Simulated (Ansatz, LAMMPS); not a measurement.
# Amorphous poly(vinyl chloride) (as short chains C26Cl12H42), from a frame at 400 K (160 atoms): geometry optimisation, part 2 of 3

Wanted: the relaxed structure of amorphous poly(vinyl chloride) (as short chains C26Cl12H42), from a frame at 400 K (160 atoms) and its electronic structure.

Ansatz 0.2.0; Kohn-Sham DFT, PBE+D4, PAW (set soft_2), plane waves.

The cell: 52 C, 24 Cl and 84 H. The network of contacts between molecules at the start is that of the classical potential that made the cell. The density was typed from a rule of thumb and may lie off the real one at this temperature. The Brillouin zone is sampled at Γ only, in a cell whose shortest periodic width is 13 Å.

So far. Step 3 (Single point at the start): The r.m.s. force component of 1.0 eV/Å and the pressure of 2.6 GPa set the starting point.

## 4. Relaxation

The atoms are relaxed in the fixed cell, aiming at the force tolerance of the input.

Input file input.yaml:

```yaml
crystal:
  lattice:
    - [12.54858, 0.0, 0.0]
    - [0.0, 12.54858, 0.0]
    - [0.0, 0.0, 12.54858]
  atoms:
    [... the 160 atom lines of step 3 ...]
kpoints:
  mp_grid: { grid: [1, 1, 1] }
hamiltonian:
  xc: pbe
  dispersion: d4
scf:
  occupations: { method: fixed }
output:
  forces: true
relax:
  f_tol: 0.05
  max_steps: 200
```

Started as:

```console
$ ansatz run input.yaml --threads 4 --pin off --max-ram 8192MiB --backend cpu --events-out ev --progress --plain --runs-dir out
```

Numbers of over 12 decimals in the logs are rounded to 6 here.

The program printed:

```text
[...]
Crystal: 160 atoms, lattice volume = 1975.985 Å³
Basis set: ecut = 420 eV, 38497 PW (Γ), exchange–correlation on 180×180×180 points (8 copies of the dense FFT grid, shifted against one another)
Bands: 390, of which v1, the nominal top of the filled ones, is band 230 counted from 1 (229 counted from 0)
Symmetry: 1 space group operations
[...]
k-points: 1
[...]
SCF iter   1: F=—  HF=-40321.326710 eV  |F-HF|=—  |Δ(HF+E_count)|=         —  Δρ=3.55e-3  dr2=4.69e-1  ethr=1.77e-3  ⟨swp⟩=5.0  Hψ=1229  notcnv=0  defer=156
[...]
SCF iter   3: F=—  HF=-40321.214062 eV  |F-HF|=—  |Δ(HF+E_count)|=   1.01e-2  Δρ=5.75e-4  dr2=1.42e-2  ethr=1.92e-5  ⟨swp⟩=4.0  Hψ=396  notcnv=0  defer=67
automatic band count: iteration 3 solves 299 bands in place of 390: the levels show a gap, and the empty bands left out lie too high to hold charge; the band table lists the bands solved (type scf.n_extra_bands for more)
SCF iter   4: F=—  HF=-40321.215115 eV  |F-HF|=—  |Δ(HF+E_count)|=   1.05e-3  Δρ=1.99e-4  dr2=1.41e-3  ethr=3.09e-6  ⟨swp⟩=2.0  Hψ=472  notcnv=0  defer=67
[...]
SCF iter   6: F=-40321.215054 eV  HF=-40321.215059 eV  |F-HF|=5.15e-6  |Δ(HF+E_count)|=   3.02e-6  Δρ=2.56e-5  dr2=1.55e-5  ethr=1.36e-8  ⟨swp⟩=2.0  Hψ=997  notcnv=0
SCF 1 converged in 6 iterations: F = -40321.215054 eV  dr2 = 1.55e-5
[...]
relax step   1: F+E_penalty+E_count = -40321.21505396 eV  Δ(F+E_penalty+E_count) = +0.000e0 eV  max|allowed force component| = 4.397e0 eV/Å  Δτ_max = 0.0000 Å  (6 SCF iters, dr2 threshold 6.25e-5 eV, accepted)
[... from here on, the SCF cycles and remarks between the steps are left out ...]
relax step   2: F+E_penalty+E_count = -40328.39385556 eV  Δ(F+E_penalty+E_count) = -7.179e0 eV  max|allowed force component| = 1.375e0 eV/Å  Δτ_max = 0.1943 Å  (6 SCF iters, dr2 threshold 1.00e-4 eV, accepted)
relax step   3: F+E_penalty+E_count = -40329.68511193 eV  Δ(F+E_penalty+E_count) = -1.291e0 eV  max|allowed force component| = 6.646e-1 eV/Å  Δτ_max = 0.1903 Å  (6 SCF iters, dr2 threshold 1.00e-4 eV, accepted)
relax step   4: F+E_penalty+E_count = -40330.01299619 eV  Δ(F+E_penalty+E_count) = -3.279e-1 eV  max|allowed force component| = 3.716e-1 eV/Å  Δτ_max = 0.2000 Å  (6 SCF iters, dr2 threshold 4.32e-5 eV, accepted)
relax step   5: F+E_penalty+E_count = -40330.23045796 eV  Δ(F+E_penalty+E_count) = -2.175e-1 eV  max|allowed force component| = 3.519e-1 eV/Å  Δτ_max = 0.1950 Å  (6 SCF iters, dr2 threshold 3.23e-5 eV, accepted)
relax step   6: F+E_penalty+E_count = -40330.34126662 eV  Δ(F+E_penalty+E_count) = -1.108e-1 eV  max|allowed force component| = 4.193e-1 eV/Å  Δτ_max = 0.1960 Å  (6 SCF iters, dr2 threshold 3.87e-5 eV, accepted)
relax step   7: F+E_penalty+E_count = -40330.41818597 eV  Δ(F+E_penalty+E_count) = -7.692e-2 eV  max|allowed force component| = 3.567e-1 eV/Å  Δτ_max = 0.1953 Å  (5 SCF iters, dr2 threshold 1.00e-4 eV, accepted)
relax step   8: F+E_penalty+E_count = -40330.47132449 eV  Δ(F+E_penalty+E_count) = -5.314e-2 eV  max|allowed force component| = 2.903e-1 eV/Å  Δτ_max = 0.1935 Å  (5 SCF iters, dr2 threshold 9.21e-5 eV, accepted)
relax step   9: F+E_penalty+E_count = -40330.50524327 eV  Δ(F+E_penalty+E_count) = -3.392e-2 eV  max|allowed force component| = 2.496e-1 eV/Å  Δτ_max = 0.1973 Å  (6 SCF iters, dr2 threshold 5.58e-5 eV, accepted)
relax step  10: F+E_penalty+E_count = -40330.53182774 eV  Δ(F+E_penalty+E_count) = -2.658e-2 eV  max|allowed force component| = 3.379e-1 eV/Å  Δτ_max = 0.1816 Å  (6 SCF iters, dr2 threshold 4.13e-5 eV, accepted)
relax step  11: F+E_penalty+E_count = -40330.55500001 eV  Δ(F+E_penalty+E_count) = -2.317e-2 eV  max|allowed force component| = 3.130e-1 eV/Å  Δτ_max = 0.1517 Å  (5 SCF iters, dr2 threshold 8.43e-5 eV, accepted)
relax step  12: F+E_penalty+E_count = -40330.57904580 eV  Δ(F+E_penalty+E_count) = -2.405e-2 eV  max|allowed force component| = 2.650e-1 eV/Å  Δτ_max = 0.1902 Å  (5 SCF iters, dr2 threshold 8.40e-5 eV, accepted)
relax step  13: F+E_penalty+E_count = -40330.59669269 eV  Δ(F+E_penalty+E_count) = -1.765e-2 eV  max|allowed force component| = 2.339e-1 eV/Å  Δτ_max = 0.1855 Å  (6 SCF iters, dr2 threshold 5.04e-5 eV, accepted)
relax step  14: F+E_penalty+E_count = -40330.61018485 eV  Δ(F+E_penalty+E_count) = -1.349e-2 eV  max|allowed force component| = 2.313e-1 eV/Å  Δτ_max = 0.1722 Å  (6 SCF iters, dr2 threshold 3.92e-5 eV, accepted)
relax step  15: F+E_penalty+E_count = -40330.62159595 eV  Δ(F+E_penalty+E_count) = -1.141e-2 eV  max|allowed force component| = 2.342e-1 eV/Å  Δτ_max = 0.1583 Å  (6 SCF iters, dr2 threshold 4.17e-5 eV, accepted)
relax step  16: F+E_penalty+E_count = -40330.63573827 eV  Δ(F+E_penalty+E_count) = -1.414e-2 eV  max|allowed force component| = 1.776e-1 eV/Å  Δτ_max = 0.0926 Å  (5 SCF iters, dr2 threshold 5.36e-5 eV, accepted)
relax step  17: F+E_penalty+E_count = -40330.65031513 eV  Δ(F+E_penalty+E_count) = -1.458e-2 eV  max|allowed force component| = 1.397e-1 eV/Å  Δτ_max = 0.1421 Å  (6 SCF iters, dr2 threshold 1.81e-5 eV, accepted)
relax step  18: F+E_penalty+E_count = -40330.66121072 eV  Δ(F+E_penalty+E_count) = -1.090e-2 eV  max|allowed force component| = 1.486e-1 eV/Å  Δτ_max = 0.1953 Å  (7 SCF iters, dr2 threshold 1.12e-5 eV, accepted)
relax step  19: F+E_penalty+E_count = -40330.67181130 eV  Δ(F+E_penalty+E_count) = -1.060e-2 eV  max|allowed force component| = 9.749e-2 eV/Å  Δτ_max = 0.0356 Å  (5 SCF iters, dr2 threshold 1.37e-5 eV, accepted)
relax step  20: F+E_penalty+E_count = -40330.68041745 eV  Δ(F+E_penalty+E_count) = -8.606e-3 eV  max|allowed force component| = 6.753e-2 eV/Å  Δτ_max = 0.0469 Å  (6 SCF iters, dr2 threshold 4.09e-6 eV, accepted)
relax step  21: F+E_penalty+E_count = -40330.68820362 eV  Δ(F+E_penalty+E_count) = -7.786e-3 eV  max|allowed force component| = 9.874e-2 eV/Å  Δτ_max = 0.1117 Å  (9 SCF iters, accepted)
relax step  22: F+E_penalty+E_count = -40330.69370770 eV  Δ(F+E_penalty+E_count) = -5.504e-3 eV  max|allowed force component| = 9.644e-2 eV/Å  Δτ_max = 0.0831 Å  (6 SCF iters, dr2 threshold 4.68e-6 eV, accepted)
relax step  23: F+E_penalty+E_count = -40330.70009062 eV  Δ(F+E_penalty+E_count) = -6.383e-3 eV  max|allowed force component| = 8.011e-2 eV/Å  Δτ_max = 0.1012 Å  (6 SCF iters, dr2 threshold 8.87e-6 eV, accepted)
relax step  24: F+E_penalty+E_count = -40330.70617278 eV  Δ(F+E_penalty+E_count) = -6.082e-3 eV  max|allowed force component| = 8.680e-2 eV/Å  Δτ_max = 0.0851 Å  (6 SCF iters, dr2 threshold 4.43e-6 eV, accepted)
relax step  25: F+E_penalty+E_count = -40330.71395067 eV  Δ(F+E_penalty+E_count) = -7.778e-3 eV  max|allowed force component| = 9.728e-2 eV/Å  Δτ_max = 0.1190 Å  (7 SCF iters, dr2 threshold 5.20e-6 eV, accepted)
[...]
relax step  29: F+E_penalty+E_count = -40330.73224079 eV  Δ(F+E_penalty+E_count) = -2.192e-7 eV  max|allowed force component| = 4.398e-2 eV/Å  Δτ_max = 0.0000 Å  (3 SCF iters, accepted)
relax step  30: F+E_penalty+E_count = -40330.74020564 eV  Δ(F+E_penalty+E_count) = -7.965e-3 eV  max|allowed force component| = 7.016e-2 eV/Å  Δτ_max = 0.1814 Å  (9 SCF iters, accepted)
[...]
relax step  33: F+E_penalty+E_count = -40330.75382449 eV  Δ(F+E_penalty+E_count) = -2.585e-7 eV  max|allowed force component| = 4.922e-2 eV/Å  Δτ_max = 0.0000 Å  (3 SCF iters, accepted)
relax step  34: F+E_penalty+E_count = -40330.76258265 eV  Δ(F+E_penalty+E_count) = -8.758e-3 eV  max|allowed force component| = 5.231e-2 eV/Å  Δτ_max = 0.1922 Å  (8 SCF iters, accepted)
[...]
relax step  36: F+E_penalty+E_count = -40330.77140972 eV  Δ(F+E_penalty+E_count) = -2.728e-7 eV  max|allowed force component| = 4.237e-2 eV/Å  Δτ_max = 0.0000 Å  (3 SCF iters, accepted)
relax step  37: F+E_penalty+E_count = -40330.78123490 eV  Δ(F+E_penalty+E_count) = -9.825e-3 eV  max|allowed force component| = 6.069e-2 eV/Å  Δτ_max = 0.1942 Å  (8 SCF iters, accepted)
[...]
relax step  40: F+E_penalty+E_count = -40330.81026266 eV  Δ(F+E_penalty+E_count) = -9.695e-3 eV  max|allowed force component| = 1.068e-1 eV/Å  Δτ_max = 0.1951 Å  (6 SCF iters, dr2 threshold 6.99e-6 eV, accepted)
relax step  41: F+E_penalty+E_count = -40330.81811041 eV  Δ(F+E_penalty+E_count) = -7.848e-3 eV  max|allowed force component| = 1.724e-1 eV/Å  Δτ_max = 0.1955 Å  (6 SCF iters, dr2 threshold 1.14e-5 eV, accepted)
relax step  42: F+E_penalty+E_count = -40330.82395642 eV  Δ(F+E_penalty+E_count) = -5.846e-3 eV  max|allowed force component| = 1.936e-1 eV/Å  Δτ_max = 0.1057 Å  (5 SCF iters, dr2 threshold 2.97e-5 eV, accepted)
relax step  43: F+E_penalty+E_count = -40330.83199097 eV  Δ(F+E_penalty+E_count) = -8.035e-3 eV  max|allowed force component| = 1.785e-1 eV/Å  Δτ_max = 0.1099 Å  (5 SCF iters, dr2 threshold 3.75e-5 eV, accepted)
relax step  44: F+E_penalty+E_count = -40330.83917979 eV  Δ(F+E_penalty+E_count) = -7.189e-3 eV  max|allowed force component| = 1.422e-1 eV/Å  Δτ_max = 0.1187 Å  (6 SCF iters, dr2 threshold 2.71e-5 eV, accepted)
relax step  45: F+E_penalty+E_count = -40330.84373854 eV  Δ(F+E_penalty+E_count) = -4.559e-3 eV  max|allowed force component| = 1.393e-1 eV/Å  Δτ_max = 0.1250 Å  (6 SCF iters, dr2 threshold 1.28e-5 eV, accepted)
relax step  46: F+E_penalty+E_count = -40330.84721148 eV  Δ(F+E_penalty+E_count) = -3.473e-3 eV  max|allowed force component| = 1.171e-1 eV/Å  Δτ_max = 0.0770 Å  (5 SCF iters, dr2 threshold 1.23e-5 eV, accepted)
relax step  47: F+E_penalty+E_count = -40330.84905104 eV  Δ(F+E_penalty+E_count) = -1.840e-3 eV  max|allowed force component| = 6.718e-2 eV/Å  Δτ_max = 0.0516 Å  (5 SCF iters, dr2 threshold 9.69e-6 eV, accepted)
relax step  48: F+E_penalty+E_count = -40330.85145878 eV  Δ(F+E_penalty+E_count) = -2.408e-3 eV  max|allowed force component| = 4.416e-2 eV/Å  Δτ_max = 0.0225 Å  (7 SCF iters, accepted)
SCF converged after 7 iterations
Free energy (F): -40330.851459 eV
[...]
Internal energy: -40330.851459 eV  (E = F + TS)
E sigma→0 (E₀):  -40330.851459 eV
Fermi energy:    -0.712707 eV
[...]
--- Forces (eV/Å), atoms counted from 1 ---
  atom   1  C     -0.00732217     0.00722988    -0.01170174
  atom   2  C     -0.01209784     0.00481814     0.01069859
  atom   3  C      0.04082790     0.03703976     0.02815848
  atom   4  Cl    -0.00825481    -0.01534709    -0.01477261
  atom   5  C     -0.01850310     0.01629504    -0.00883491
  atom   6  C     -0.04415972    -0.04005359     0.02970991
  atom   7  Cl     0.03201587     0.01485817    -0.01793535
  atom   8  C      0.01899000     0.01219257    -0.01620664
  atom   9  C      0.00026506     0.00412060     0.02430619
  atom  10  Cl    -0.00348958    -0.00397710    -0.00719667
  atom  11  C      0.00055857     0.00100265    -0.00685272
  atom  12  C     -0.00196209    -0.00103399     0.00143724
  atom  13  Cl    -0.00030362     0.00005759    -0.00069384
  atom  14  C      0.00341959    -0.00104610     0.00056439
[...]
atom 159  H      0.00004491    -0.00028146    -0.00094414
  atom 160  H      0.00172993     0.00074697    -0.00091144
  max |Σ_I F_I| component: 7.19e-5 eV/Å
--- Relaxed structure (48 steps of the walk, 48 accepted, 0 SCFs on fresh bases) ---
  F+E_penalty+E_count = -40330.85145878 eV   max|allowed force component| = 4.416e-2 eV/Å
  atoms:
    - { symbol: C, position: [0.544169, -0.012892, 0.706860] }
    - { symbol: C, position: [0.522812, 0.050031, 0.605314] }
    - { symbol: C, position: [0.445642, 0.141979, 0.621061] }
    - { symbol: Cl, position: [0.507284, 0.241979, 0.707995] }
[...]
- { symbol: H, position: [0.681532, 0.387810, 0.516591] }
```

It took 8.8 min on 4 threads of Intel Xeon Platinum 8259CL at 2.50GHz (Skylake/Cascade Lake), shared host; peak memory 2.2 GiB.

The steps of the relaxation (22 of 48):

| step | energy less that of the first step (eV) | largest force component (eV/Å) |
| --- | --- | --- |
| 1 | 0.0000 | 4.3973 |
| 3 | -8.4701 | 0.6646 |
| 5 | -9.0154 | 0.3519 |
| 8 | -9.2563 | 0.2903 |
| 10 | -9.3168 | 0.3379 |
| 12 | -9.3640 | 0.2650 |
| 14 | -9.3951 | 0.2313 |
| 17 | -9.4353 | 0.1397 |
| 19 | -9.4568 | 0.0975 |
| 21 | -9.4731 | 0.0987 |
| 23 | -9.4850 | 0.0801 |
| 26 | -9.5035 | 0.1065 |
| 28 | -9.5172 | 0.0440 |
| 30 | -9.5252 | 0.0702 |
| 32 | -9.5388 | 0.0493 |
| 35 | -9.5564 | 0.0424 |
| 37 | -9.5662 | 0.0607 |
| 39 | -9.5855 | 0.0836 |
| 41 | -9.6031 | 0.1724 |
| 44 | -9.6241 | 0.1422 |
| 46 | -9.6322 | 0.1171 |
| 48 | -9.6364 | 0.0442 |

The atoms that moved most (Å):

| atom | dx | dy | dz | length |
| --- | --- | --- | --- | --- |
| H80 | 1.959 | 1.233 | 1.663 | 2.850 |
| H79 | 1.196 | 2.395 | 0.754 | 2.780 |
| H39 | -0.848 | -2.389 | 0.359 | 2.560 |
| H41 | -1.016 | -1.774 | 1.213 | 2.377 |
| C38 | 1.227 | 1.488 | 0.943 | 2.147 |
| H121 | -0.790 | -0.986 | -1.615 | 2.050 |
| C1 | -0.709 | -1.756 | 0.708 | 2.022 |
| H75 | 0.826 | 1.783 | 0.397 | 2.005 |

The relaxation changed the energy by -60.2 meV/atom, and atoms moved by 1.1 Å r.m.s., 2.9 Å at most.

## 5. Distances and neighbours after relaxation

Bonds before and after, by the cutoffs listed below:

| pair | bonds before | bonds after | mean before (Å) | mean after (Å) | spread before (Å) | spread after (Å) |
| --- | --- | --- | --- | --- | --- | --- |
| H-C | 84 | 84 | 1.094 | 1.098 | 0.036 | 0.002 |
| C-C | 50 | 50 | 1.528 | 1.525 | 0.033 | 0.006 |
| C-Cl | 24 | 24 | 1.776 | 1.827 | 0.039 | 0.006 |

Density 1.31 g/cm³, 12.35 Å³ an atom.

Pair distribution functions g(r), in bins of 0.2 Å:

| r (Å) | total | H-H | H-C | H-Cl | C-C | C-Cl | Cl-Cl |
| --- | --- | --- | --- | --- | --- | --- | --- |
| 1.00 | 3.46 | 0.00 | 10.10 | 0.00 | 0.00 | 0.00 | 0.00 |
| 1.20 | 0.92 | 0.00 | 2.70 | 0.00 | 0.00 | 0.00 | 0.00 |
| 1.40 | 0.00 | 0.00 | 0.00 | 0.00 | 0.00 | 0.00 | 0.00 |
| 1.60 | 1.32 | 0.00 | 0.00 | 0.00 | 12.50 | 0.00 | 0.00 |
| 1.80 | 1.15 | 2.55 | 0.00 | 0.00 | 0.00 | 4.54 | 0.00 |
| 2.00 | 0.09 | 0.26 | 0.04 | 0.00 | 0.00 | 0.00 | 0.00 |
| 2.20 | 2.25 | 0.70 | 6.04 | 0.00 | 0.00 | 0.00 | 0.00 |
| 2.40 | 0.73 | 1.66 | 0.00 | 1.72 | 0.00 | 0.00 | 0.00 |
| 2.60 | 1.44 | 1.90 | 0.86 | 0.95 | 4.25 | 0.18 | 0.00 |
| 2.80 | 1.88 | 0.73 | 2.25 | 3.35 | 0.00 | 3.87 | 0.00 |
| 3.00 | 1.09 | 1.90 | 0.57 | 2.00 | 0.44 | 0.13 | 0.00 |
| 3.20 | 0.62 | 0.59 | 0.38 | 0.89 | 0.39 | 1.46 | 0.25 |
| 3.40 | 0.66 | 0.48 | 0.73 | 1.12 | 0.25 | 0.71 | 0.23 |
| 3.60 | 0.60 | 0.64 | 0.48 | 1.07 | 0.09 | 0.63 | 1.04 |
| 3.80 | 0.83 | 1.12 | 0.33 | 1.19 | 0.44 | 1.35 | 1.90 |
| 4.00 | 0.69 | 0.64 | 0.67 | 0.44 | 0.94 | 0.71 | 2.03 |
| 4.20 | 0.96 | 0.79 | 1.14 | 0.97 | 0.39 | 1.23 | 1.70 |
| 4.40 | 0.82 | 0.80 | 0.83 | 0.78 | 0.63 | 1.14 | 0.84 |
| 4.60 | 1.00 | 1.06 | 0.90 | 0.97 | 0.80 | 1.46 | 0.90 |
| 4.80 | 0.90 | 1.02 | 0.81 | 0.92 | 0.65 | 0.99 | 1.65 |
| 5.00 | 1.00 | 0.94 | 0.99 | 1.09 | 0.95 | 1.24 | 0.55 |
| 5.20 | 1.11 | 1.06 | 1.10 | 1.16 | 1.23 | 1.21 | 0.71 |
| 5.40 | 0.97 | 0.96 | 0.96 | 0.88 | 1.11 | 0.91 | 1.59 |
| 5.60 | 0.98 | 1.06 | 0.90 | 0.93 | 1.12 | 1.02 | 0.61 |
| 5.80 | 1.04 | 1.06 | 0.99 | 0.99 | 1.20 | 0.97 | 1.30 |
| 6.00 | 1.08 | 1.14 | 1.11 | 1.16 | 1.10 | 0.79 | 0.91 |
| 6.20 | 1.00 | 0.90 | 1.15 | 0.95 | 1.02 | 0.92 | 0.85 |

Bonds by pair of elements; cutoffs follow the first minimum of g(r), held within bounds set by covalent radii, and pairs that aren't listed don't count as bonded:

| pair A-B | cutoff (Å) | bonds | mean length (Å) | spread (Å) | shortest (Å) | B about A | A about B |
| --- | --- | --- | --- | --- | --- | --- | --- |
| H-C | 1.34 | 84 | 1.10 | 0.002 | 1.09 | 1 | 1.61 |
| C-C | 1.85 | 50 | 1.52 | 0.006 | 1.51 | 1.92 | 1.92 |
| C-Cl | 2.17 | 24 | 1.83 | 0.006 | 1.81 | 0.462 | 1 |

How many atoms have how many bonded neighbours:

| element | mean | 1 | 4 |
| --- | --- | --- | --- |
| C | 4 | 0 | 52 |
| Cl | 1 | 24 | 0 |
| H | 1 | 84 | 0 |

Bond angles, per cent of each kind in bins of 5°:

| angle (°) | C-C-H | C-C-C | C-C-Cl | H-C-H | Cl-C-H |
| --- | --- | --- | --- | --- | --- |
| 100–105 | 0.0 | 0.0 | 2.1 | 0.0 | 100.0 |
| 105–110 | 73.1 | 0.0 | 79.2 | 100.0 | 0.0 |
| 110–115 | 26.9 | 64.6 | 18.8 | 0.0 | 0.0 |
| 115–120 | 0.0 | 33.3 | 0.0 | 0.0 | 0.0 |
| 120–125 | 0.0 | 2.1 | 0.0 | 0.0 | 0.0 |

Bond angles (no mean is given where the spread exceeds 20°):

| angle | count | mean (°) | spread (°) |
| --- | --- | --- | --- |
| C-C-H | 156 | 109 | 1.4 |
| C-C-C | 48 | 114 | 2.1 |
| C-C-Cl | 48 | 109 | 1.4 |
| H-C-H | 36 | 107 | 0.8 |
| Cl-C-H | 24 | 104 | 0.4 |

Counting bonds as in the table, all C atoms have 4, all Cl atoms have 1 and all H atoms have 1 bonded neighbour. The C-C-H angle averages 109° with a spread of 1.4°.

(Continued in part 3 of 3.)

[Logs are printed without paths, hosts, clocks, repeated set-up lines and the standing remarks that a program may print on its own settings, such as how far it seeks lower states.]

[Hosts, paths, dates, database ids (printed as entryN), source tags and the programs' standing remarks are cut or masked in the printed files.]
